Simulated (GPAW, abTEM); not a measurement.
## HfS2 monolayer, Zr on a Hf site: the scripts behind a bonding study

Short scripts, each with its output. The sheet lies in the middle of a cell with vacuum above and below.

**1. Build the all-electron density and subtract free atoms**

```text
cell
1.0
    10.920000000    0.000000000    0.000000000
     0.000000000   12.609329879    0.000000000
     0.000000000    0.000000000   12.100000000
Hf S Zr
11 24 1
Direct
0.000387836 0.000084046 0.499776273
0.166036622 0.250847477 0.498905700
0.000053880 0.500430884 0.500498545
0.166198640 0.750418468 0.501492306
0.332938329 0.000729508 0.500545073
0.499592303 0.250161327 0.501381237
0.499947868 0.750825218 0.500578387
0.666875166 0.000256204 0.498337709
0.833099413 0.249974137 0.500508715
0.667547912 0.500043522 0.499222146
0.833130068 0.749856610 0.499415350
0.165573076 0.083884187 0.619642308
0.999463791 0.166948902 0.379655702
0.000427092 0.333321614 0.620276227
0.165505673 0.417504640 0.379649140
0.165462918 0.583610848 0.621072991
0.000646019 0.667085214 0.380455416
0.999377571 0.833616236 0.620314875
0.166538572 0.916682766 0.380386361
0.500041518 0.082994564 0.619971959
0.333857927 0.167224699 0.380250202
0.332616174 0.332590681 0.620545019
0.500711936 0.416494805 0.379957741
0.501499081 0.583934130 0.620307413
0.333190538 0.668325403 0.380355029
0.333538920 0.833698609 0.620833442
0.498719456 0.917138722 0.379740409
0.832672948 0.082747795 0.619655825
0.666424802 0.167608624 0.379933457
0.667018525 0.333717182 0.620273277
0.833602134 0.416546757 0.380119093
0.832902001 0.583607697 0.619999947
0.666381820 0.667177220 0.379630965
0.666939244 0.833885154 0.619392225
0.833107704 0.916676762 0.379132863
0.334085872 0.500855846 0.500289906
```

```python
import numpy as np
from ase.io import read
from ase.units import Bohr
from gpaw import GPAW, PW, FermiDirac
from gpaw.calculator import GPAW as OldGPAW
from gpaw.mpi import serial_comm, world
from scipy.special import erfc
from scipy.spatial import cKDTree

atoms = read("cell.vasp")
atoms.calc = GPAW(mode=PW(500), xc="PBE", kpts={"size": (1, 1, 1), "gamma": True},
                 occupations=FermiDirac(0.05), maxiter=160, symmetry={"tolerance": 1e-5}, txt="scf.txt")
atoms.get_potential_energy()
rho = atoms.calc.get_all_electron_density(gridrefinement=2)
moments = atoms.get_magnetic_moments() if atoms.calc.get_number_of_spins() == 2 else np.zeros(len(atoms))
total = atoms.get_magnetic_moment() if moments.any() else 0.0
if world.rank == 0:
    free = OldGPAW(mode=PW(500), xc="PBE", txt=None, communicator=serial_comm)
    neutral = atoms.copy()
    neutral.set_initial_magnetic_moments(None)
    free.initialize(neutral)
    free.set_positions(neutral)
    drho = rho - free.get_all_electron_density(gridrefinement=2)
    # GPAW starts from confined atoms: exchange their smooth part for that of the datasets' free atoms
    h = np.stack(np.meshgrid(*[np.fft.fftfreq(n, 1 / n) for n in drho.shape], indexing="ij"), -1)
    gabs = np.linalg.norm(h @ atoms.cell.reciprocal(), axis=-1)
    tails = np.fft.fftn(free.get_pseudo_density(gridrefinement=2))
    g, form, v0 = np.linspace(0, gabs.max(), 1500), {}, 0
    for e in set(atoms.symbols):
        idx = atoms.symbols.search(e)
        d = free.setups[idx[0]].data
        r, w = d.rgd.r_g * Bohr, d.rgd.r_g**2 * d.rgd.dr_g
        j0 = np.sinc(2 * g[:, None] * r)
        smooth = sum(f * p**2 for f, p in zip(d.f_j, d.phit_jg)) + np.sqrt(4 * np.pi) * d.nct_g
        full = sum(f * p**2 for f, p in zip(d.f_j, d.phi_jg)) + np.sqrt(4 * np.pi) * d.nc_g
        phase = sum(np.exp(-2j * np.pi * h @ s) for s in atoms.get_scaled_positions()[idx])
        tails -= np.interp(gabs, g, j0 @ (smooth * w)) * phase * drho.size / atoms.get_volume()
        form[e] = j0 @ (full * w)
        v0 += 2 * np.pi / 3 * 14.3996 * (full * w * r**2).sum() * len(idx)  # V A^3
    tails *= 0.5 * erfc((gabs - 1.8) / 0.25)  # the tails differ at long wavelengths alone
    drho += np.fft.ifftn(tails).real  # crystal minus superposed spherical free atoms
    np.save("drho.npy", drho)
    dv = atoms.get_volume() / drho.size
    print("grid", drho.shape, " electrons %.3f" % (rho.sum() * dv), " moved by bonding %.3f e" % (abs(drho).sum() * dv / 2))
    pts = np.indices(drho.shape).reshape(3, -1).T / drho.shape @ atoms.cell
    shifts = (np.indices((3, 3, 3)).reshape(3, -1).T - 1) @ atoms.cell
    images = (atoms.positions[None] + shifts[:, None]).reshape(-1, 3)
    dist, idx = cKDTree(images).query(pts, k=4)
    out = drho.ravel()[dist[:, 0] > 0.5]
    print("deformation density beyond 0.5 A of the nuclei: max %.3f, min %.3f e/A^3" % (out.max(), out.min()))
    tie = dist < dist[:, :1] + 1e-4
    q = -np.bincount((idx % len(atoms))[tie], (drho.ravel()[:, None] / tie.sum(1, keepdims=True) * tie)[tie], len(atoms)) * dv
    print("atom        x       y       z   Voronoi charge  moment")
    for a, s, c, m in zip(atoms, atoms.get_scaled_positions(), q, moments):
        print("%-2s%-3d %7.4f %7.4f %7.4f %10.3f %10.2f" % (a.symbol, a.index + 1, *s, c, m))
    np.savez("free.npz", g=g, **form)
    print("mean inner potential of superposed free atoms %.3f V" % (v0 / atoms.get_volume()))
    print("total magnetic moment %.3f muB" % total)
```

```console
$ OMP_NUM_THREADS=1 mpirun -n 4 gpaw python run.py > gpaw.log
```

```text
grid (120, 140, 126)  electrons 1216.000  moved by bonding 9.776 e
deformation density beyond 0.5 A of the nuclei: max 0.137, min -0.127 e/A^3
atom        x       y       z   Voronoi charge  moment
Hf1    0.0004  0.0001  0.4998      0.479       0.00
Hf2    0.1660  0.2508  0.4989      0.481       0.00
Hf3    0.0001  0.5004  0.5005      0.480       0.00
Hf4    0.1662  0.7504  0.5015      0.481       0.00
Hf5    0.3329  0.0007  0.5005      0.479       0.00
Hf6    0.4996  0.2502  0.5014      0.481       0.00
Hf7    0.4999  0.7508  0.5006      0.481       0.00
Hf8    0.6669  0.0003  0.4983      0.479       0.00
Hf9    0.8331  0.2500  0.5005      0.479       0.00
Hf10   0.6675  0.5000  0.4992      0.480       0.00
Hf11   0.8331  0.7499  0.4994      0.479       0.00
S 12   0.1656  0.0839  0.6196     -0.239       0.00
S 13   0.9995  0.1669  0.3797     -0.237       0.00
S 14   0.0004  0.3333  0.6203     -0.240       0.00
S 15   0.1655  0.4175  0.3796     -0.230       0.00
S 16   0.1655  0.5836  0.6211     -0.228       0.00
S 17   0.0006  0.6671  0.3805     -0.238       0.00
S 18   0.9994  0.8336  0.6203     -0.238       0.00
S 19   0.1665  0.9167  0.3804     -0.240       0.00
S 20   0.5000  0.0830  0.6200     -0.240       0.00
S 21   0.3339  0.1672  0.3803     -0.238       0.00
S 22   0.3326  0.3326  0.6205     -0.230       0.00
S 23   0.5007  0.4165  0.3800     -0.228       0.00
S 24   0.5015  0.5839  0.6203     -0.230       0.00
S 25   0.3332  0.6683  0.3804     -0.232       0.00
S 26   0.3335  0.8337  0.6208     -0.236       0.00
S 27   0.4987  0.9171  0.3797     -0.240       0.00
S 28   0.8327  0.0827  0.6197     -0.240       0.00
S 29   0.6664  0.1676  0.3799     -0.242       0.00
S 30   0.6670  0.3337  0.6203     -0.236       0.00
S 31   0.8336  0.4165  0.3801     -0.241       0.00
S 32   0.8329  0.5836  0.6200     -0.241       0.00
S 33   0.6664  0.6672  0.3796     -0.236       0.00
S 34   0.6669  0.8339  0.6194     -0.242       0.00
S 35   0.8331  0.9167  0.3791     -0.239       0.00
Zr36   0.3341  0.5009  0.5003      0.400       0.00
mean inner potential of superposed free atoms 7.987 V
total magnetic moment 0.000 muB
```

Time: 2.5 min on 4 cores of Arm Neoverse N1 (shared host), peak memory 2.4 GiB.

**2. Scan a probe**

```python
import abtem
import numpy as np
from ase.build import make_supercell
from ase.io import read

abtem.config.set({"dask.lazy": False, "fft": "fftw", "diagnostics.progress_bar": False})
M = [[1, 0, 0], [0, 1, 0], [0, 0, 1]]  # rows: x, y and beam direction in the primitive cell's axes
unit = make_supercell(read("cell.vasp"), M)
unit.set_cell(list(unit.cell.lengths()) + [90, 90, 90], scale_atoms=True)
unit.positions[:, 2] += 0.7812  # keeps atomic planes off the slice boundaries
unit.wrap()
slab = unit * (2, 1, 1)
print(slab.get_chemical_formula(), "| box %.2f x %.2f x %.2f A" % tuple(slab.cell.lengths()))

# change of the potential by bonding, from the DFT deformation density (Poisson's equation term by term)
drho = np.load("drho.npy")
prim = read("cell.vasp")
h = np.stack(np.meshgrid(*[np.fft.fftfreq(n, 1 / n) for n in drho.shape], indexing="ij"), -1).reshape(-1, 3).astype(int)
g2 = ((h @ prim.cell.reciprocal()) ** 2).sum(1)
keep = (g2 > 0) & (g2 < 2.5**2)
shape = (78, 91, 72)
vg = np.zeros(shape, complex)
hm = h[keep] @ np.array(M).T
move = np.exp(-2j * np.pi * hm[:, 2] * (0.7812 / unit.cell[2, 2] - 0.5 / shape[2]))  # the same shift, sampled at mid-points
vg[tuple(hm.T % np.array(shape)[:, None])] = -14.3996 / np.pi * (np.fft.fftn(drho).ravel() / drho.size)[keep] / g2[keep] * move
dV = np.fft.ifftn(vg).real * vg.size
dV -= dV[:, :, 0].mean()  # zero in the vacuum
dV = dV.reshape(78, 91, 12, 6).mean(3) * unit.cell[2, 2] / 12  # V A, projected in each slice
dV = np.tile(dV.transpose(2, 0, 1), (1, 2, 1))


def build(atoms):
    p = abtem.Potential(atoms, gpts=(156, 91), slice_thickness=[slab.cell[2, 2] / 12] * 12,
                        parametrization="lobato", projection="finite", exit_planes=6).build()
    p.array[:] += BONDING * dV
    return p


def potentials():
    yield build(slab)  # atoms at rest


for label, BONDING in (("IAM", 0.0), ("DFT", 1.0)):
    print("=====", label)
    potential = build(slab)
    print("grid", potential.gpts, "slices", potential.num_slices)
    thickness = potential.exit_thicknesses
    probe = abtem.Probe(energy=60000, semiangle_cutoff=25, defocus=6)
    probe.grid.match(potential)
    print("wavelength %.5f A, largest angle on the grid %.0f mrad" % (probe.wavelength, min(probe.cutoff_angles)))
    detectors = {"ABF": (12, 25), "BF": (0, 12), "LAADF": (30, 80)}  # mrad
    columns = [  # name, x, y (A)
        ("Zr", 3.648, 6.315),
        ("S_1st", 5.476, 7.363),
        ("Hf_2nd", 5.459, 9.467),
        ("S_3rd", 7.277, 8.413),
        ("Hf_far", 0.004, 0.001),
        ("S_far", 9.093, 1.043),
        ("void", 3.003, 3.152),
    ]
    scan = abtem.GridScan(start=(0.0000, 0.0000), end=(10.9200, 12.6093), gpts=(24, 27), endpoint=False)
    dets = [abtem.AnnularDetector(*v) for v in detectors.values()] + [abtem.PixelatedDetector(max_angle=38)]
    runs = [probe.scan(p, scan=scan, detectors=dets, max_batch=32) for p in potentials()]
    out = [sum(x[1:], x[0]) / len(x) for x in zip(*runs)]
    images = dict(zip(detectors, out))
    images["iCOM"] = out[-1].center_of_mass().integrate_gradient()
    np.save(label + "_pacbed.npy", out[-1].array.mean(axis=(1, 2)))
    print("PACBED pixel %.3f x %.3f mrad" % out[-1].angular_sampling)
    for name, im in images.items():
        im = im.interpolate(sampling=0.1, boundary="periodic").gaussian_filter(0.25)
        np.save(label + "_" + name + ".npy", im.array)
        print(name, "signal at the columns" + (", fraction of the beam" if name in detectors else ""))
        print("  t (A)     mean" + "".join("%10s" % c[0][:9] for c in columns))
        for t, a in list(zip(thickness, im.array))[1:]:
            at = [a[round((x - 0.0000) / im.sampling[0]) % a.shape[0], round((y - 0.0000) / im.sampling[1]) % a.shape[1]] for _, x, y in columns]
            print("%7.1f %8.5f" % (t, a.mean()) + "".join("%10.5f" % v for v in at))
```

```console
$ python run.py
```

```text
Hf22S48Zr2 | box 21.84 x 12.61 x 12.10 A
===== IAM
grid (156, 91) slices 12
wavelength 0.04866 A, largest angle on the grid 116 mrad
PACBED pixel 2.228 x 3.859 mrad
ABF signal at the columns, fraction of the beam
  t (A)     mean        Zr     S_1st    Hf_2nd     S_3rd    Hf_far     S_far      void
    6.0  0.73003   0.73080   0.73066   0.73075   0.72350   0.73076   0.73064   0.73079
   12.1  0.71927   0.69607   0.71930   0.66468   0.72105   0.66920   0.71796   0.72648
BF signal at the columns, fraction of the beam
  t (A)     mean        Zr     S_1st    Hf_2nd     S_3rd    Hf_far     S_far      void
    6.0  0.25862   0.25944   0.25954   0.25946   0.25509   0.25946   0.25955   0.25905
   12.1  0.25471   0.24537   0.25875   0.23266   0.25613   0.23451   0.25848   0.25671
LAADF signal at the columns, fraction of the beam
  t (A)     mean        Zr     S_1st    Hf_2nd     S_3rd    Hf_far     S_far      void
    6.0  0.00139   0.00026   0.00027   0.00027   0.00871   0.00027   0.00028   0.00054
   12.1  0.01185   0.03569   0.00990   0.06535   0.01035   0.06206   0.01089   0.00530
iCOM signal at the columns
  t (A)     mean        Zr     S_1st    Hf_2nd     S_3rd    Hf_far     S_far      void
    6.0  0.00664   0.00476   0.00365   0.00469   0.01847   0.00471   0.00363   0.00533
   12.1  0.00664   0.02284   0.01069   0.02749   0.01071   0.02742   0.01073   0.00241
===== DFT
grid (156, 91) slices 12
wavelength 0.04866 A, largest angle on the grid 116 mrad
PACBED pixel 2.228 x 3.859 mrad
ABF signal at the columns, fraction of the beam
  t (A)     mean        Zr     S_1st    Hf_2nd     S_3rd    Hf_far     S_far      void
    6.0  0.73005   0.73084   0.73070   0.73079   0.72357   0.73080   0.73068   0.73081
   12.1  0.71914   0.69554   0.71932   0.66394   0.72098   0.66847   0.71797   0.72641
BF signal at the columns, fraction of the beam
  t (A)     mean        Zr     S_1st    Hf_2nd     S_3rd    Hf_far     S_far      void
    6.0  0.25862   0.25941   0.25952   0.25943   0.25509   0.25943   0.25953   0.25906
   12.1  0.25469   0.24527   0.25874   0.23254   0.25621   0.23439   0.25848   0.25667
LAADF signal at the columns, fraction of the beam
  t (A)     mean        Zr     S_1st    Hf_2nd     S_3rd    Hf_far     S_far      void
    6.0  0.00138   0.00025   0.00026   0.00027   0.00867   0.00027   0.00027   0.00053
   12.1  0.01196   0.03613   0.00991   0.06591   0.01036   0.06263   0.01089   0.00537
iCOM signal at the columns
  t (A)     mean        Zr     S_1st    Hf_2nd     S_3rd    Hf_far     S_far      void
    6.0  0.00676   0.00503   0.00389   0.00503   0.01832   0.00506   0.00389   0.00547
   12.1  0.00676   0.02345   0.01047   0.02836   0.01054   0.02830   0.01058   0.00255
```

Time: 22 s on 1 core of Arm Neoverse N1 (shared host), peak memory 0.67 GiB.

[Outputs are excerpts: Python notices, other lines and further rows are left out; steps that failed or that the build refused (PBEsol, TPSS) are not shown.]

[Logs are printed without paths, hosts, clocks, repeated set-up lines and the standing remarks that a program may print on its own settings, such as how far it seeks lower states.]
